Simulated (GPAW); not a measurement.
# VSi2P4 monolayer: simulated STM images, part 2 of 2

Aim: Tersoff-Hamann images of VSi2P4 monolayer at several biases.

GPAW 26.7.0; GPAW, PAW setups; layer in a repeated cell with vacuum, relaxation of atoms and in-plane cell (the session's first sound run).

So far. Step 2 (Relaxing the atoms): The relaxation lowered the energy of the cell by 1.96 eV (energies extrapolated to zero smearing; the optimiser's log prints free energies). The largest force left on a free atom is 0.0099 eV/Å.

## (3) The slab's potential (continued)

Level of this step: GPAW, PAW setups; slab in vacuum (GPAW).

Tip height over the top atom over a1 and a2. Sample bias 0.5 V, constant current at the mean current 3.5 Å over the top atom.

Values in Å, 12 rows by 16 columns, each cell a mean:
```
3.54 3.54 3.53 3.53 3.53 3.52 3.51 3.51 3.51 3.51 3.52 3.53 3.53 3.53 3.54 3.54
3.53 3.53 3.53 3.53 3.53 3.52 3.53 3.53 3.52 3.52 3.53 3.53 3.53 3.53 3.53 3.54
3.52 3.53 3.53 3.53 3.54 3.55 3.55 3.55 3.54 3.53 3.53 3.53 3.52 3.52 3.52 3.52
3.51 3.52 3.52 3.53 3.55 3.56 3.56 3.55 3.53 3.52 3.52 3.51 3.50 3.50 3.50 3.50
3.49 3.51 3.52 3.54 3.56 3.56 3.55 3.53 3.51 3.50 3.47 3.45 3.44 3.44 3.45 3.47
3.49 3.51 3.52 3.53 3.54 3.54 3.52 3.51 3.49 3.46 3.43 3.40 3.39 3.40 3.42 3.45
3.49 3.51 3.52 3.52 3.52 3.52 3.50 3.48 3.44 3.40 3.35 3.33 3.33 3.37 3.41 3.45
3.50 3.52 3.53 3.53 3.53 3.51 3.48 3.45 3.40 3.35 3.32 3.31 3.33 3.37 3.42 3.46
3.52 3.53 3.53 3.53 3.52 3.50 3.47 3.42 3.37 3.33 3.32 3.33 3.37 3.42 3.46 3.49
3.53 3.53 3.53 3.53 3.52 3.50 3.46 3.42 3.38 3.37 3.37 3.39 3.42 3.47 3.50 3.52
3.54 3.54 3.54 3.53 3.52 3.50 3.47 3.45 3.44 3.43 3.44 3.46 3.48 3.51 3.53 3.53
3.53 3.54 3.54 3.53 3.52 3.50 3.49 3.48 3.48 3.48 3.48 3.50 3.51 3.52 3.53 3.54
```
Columns: a1 from 0 to 0.944; rows upwards: a2 from 0 to 0.944.

Local density of states summed over the bias window over a1 and a2. Sample bias 0.5 V, constant height 3.5 Å over the top atom.

Ten even steps from '_' (0.60 × 1e-6 arbitrary) to '@' (1.02 × 1e-6 arbitrary):
```
%%@@%%%%######********######%%%%@@%%
%%%%%%%%%%##############%%%%%%%%%%%%
%%%%%%%%####%%%%%%%%####%%%%%%%%%%%%
####%%####%%@@@@@@%%####%%##########
########%%@@@@@@@@%%########********
**####%%@@@@@@@@@@%%####**++++++++++
++**##%%@@@@@@@@%%##**++====----====
++**##%%@@@@@@%%##**++==--::::::--==
++**##%%%%%%%%##**++==::........::==
++**##########**++==::..______..::==
++############++==::..________..::==
**##%%%%%%##**==--..__________..--==
####%%%%####++==::..________..::==++
##%%%%%%##**++--::..______..::--++**
%%%%%%%%##**++--::........::--++**##
%%@@%%%%##**++==--::::::--==++**##%%
%%%%%%%%##**++============++**##%%%%
%%%%%%%%####**++++++++++**####%%%%%%
```
Columns: a1 from 0 to 0.944; rows upwards: a2 from 0 to 0.944.

The potential is flat to 4.9e-5 eV/Å where it is read, so the vacuum is wide enough.

## (4) A changed run

One more run, with changed settings.

run.py

```python
import json
import numpy as np
from ase import Atoms
from gpaw import GPAW, PW

slab = Atoms(
    ['P', 'Si', 'P', 'V', 'P', 'Si', 'P'],
    positions=[
        [-0.00000, 0.00000, 7.00000],
        [-0.00000, 2.01121, 8.03097],
        [-0.00000, 2.01121, 10.29963],
        [0.00000, -0.00000, 11.66375],
        [-0.00000, 2.01121, 13.02788],
        [-0.00000, 2.01121, 15.29655],
        [-0.00000, -0.00000, 16.32750]],
    cell=[[3.48352, 0.0, 0.0], [-1.74176, 3.01682, 0.0], [0.0, 0.0, 23.3275]],
    pbc=[True, True, False],
    magmoms=[0.0, 0.0, 0.0, 1.0, 0.0, 0.0, 0.0])

slab.calc = GPAW(mode=PW(400), xc='PBE', kpts={'size': (9, 9, 1), 'gamma': True},
                 occupations={'name': 'fermi-dirac', 'width': 0.05}, nbands='200%',
                 convergence={'density': 1e-05}, maxiter=50,
                 poissonsolver={'dipolelayer': 'xy'},
                 symmetry={'tolerance': 1e-3}, txt='slab.txt')
result = {}
energy = slab.get_potential_energy()
fermi = slab.calc.get_fermi_level()
v = slab.calc.get_electrostatic_potential().mean((0, 1)) - fermi
n = slab.calc.get_pseudo_density().mean((0, 1))
L = slab.cell[2, 2]
z = np.arange(len(v)) * L / len(v)
low, high = slab.positions[:, 2].min(), slab.positions[:, 2].max()
below, above = np.interp([low - 1.0, high + 1.0], z, v)
slopes = [np.interp(x, z, np.gradient(v, z)) for x in (low - 1.0, high + 1.0)]
eps = np.array([[slab.calc.get_eigenvalues(k, s) for k in range(len(slab.calc.get_ibz_k_points()))]
                for s in range(slab.calc.get_number_of_spins())]) - fermi
top, bottom = eps[eps < 0].max(), eps[eps > 0].min()
dipole = slab.get_dipole_moment()[2]
print(f'energy {energy:.4f} eV, Fermi level {fermi:.4f} eV, dipole {dipole:.5f} e A')
print(f'potential 1.0 A off the faces, from the Fermi level: lower {below:.4f} eV, upper {above:.4f} eV')
print(f'slope of the potential there: lower {slopes[0]:.5f}, upper {slopes[1]:.5f} eV/A')
print(f'nearest levels on the mesh: {top:.4f} and {bottom:.4f} eV')
print('magnetic moment', round(slab.get_magnetic_moment(), 3))
result.update(energy=energy, fermi=fermi, dipole=dipole, below=below, above=above, slopes=slopes, edges=[top, bottom],
              z=z.tolist(), v=v.tolist(), n=n.tolist(), positions=slab.positions.tolist(),
              forces=slab.get_forces(apply_constraint=False).tolist(), moments=slab.get_magnetic_moments().tolist())
json.dump(result, open('result.json', 'w'))
```

Run with:

```
OMP_NUM_THREADS=1 OPENBLAS_NUM_THREADS=1 python run.py
```

What it wrote:

```text
energy -42.6227 eV, Fermi level 0.5746 eV, dipole 0.00013 e A
potential 1.0 A off the faces, from the Fermi level: lower 2.9632 eV, upper 2.9608 eV
slope of the potential there: lower -7.07260, upper 7.07260 eV/A
nearest levels on the mesh: -0.0290 and 0.0028 eV
magnetic moment 0.888
```

Run time: 87 s. Hardware: 1 thread of Intel Xeon 6975P-C (Granite Rapids), shared host; peak memory 0.31 GiB.

The run finished. A setting was moved off its sound value on purpose, so it serves as a test and not as the result.

The fault put into the input: the potential probed 1 A off the face (probe = 1.0).

## (5) Outcome

| Item | Value |
| --- | --- |
| work function, both faces | 5.43 eV |
| dipole along the normal | 1.3e-4 e Å |
| corrugation at -0.5 V | 0.168 Å |
| corrugation at 0.5 V | 0.256 Å |

The corrugation at constant current is largest at 0.5 V, where the tip height varies by 0.26 Å over the cell. Negative sample bias images filled states, positive bias empty ones. The images are of Tersoff-Hamann type: an s-wave tip, no tip-sample forces, heights closer than in a microscope. One magnetic start was tried; another order may lie lower. The layer's cell and atoms come from the relaxation; spin-orbit coupling and temperature are left out.

[Logs are printed without paths, hosts, clocks, repeated set-up lines and the standing remarks that a program may print on its own settings, such as how far it seeks lower states.]

[Hosts, paths, dates, database ids (printed as entryN), source tags and the programs' standing remarks are cut or masked in the printed files.]
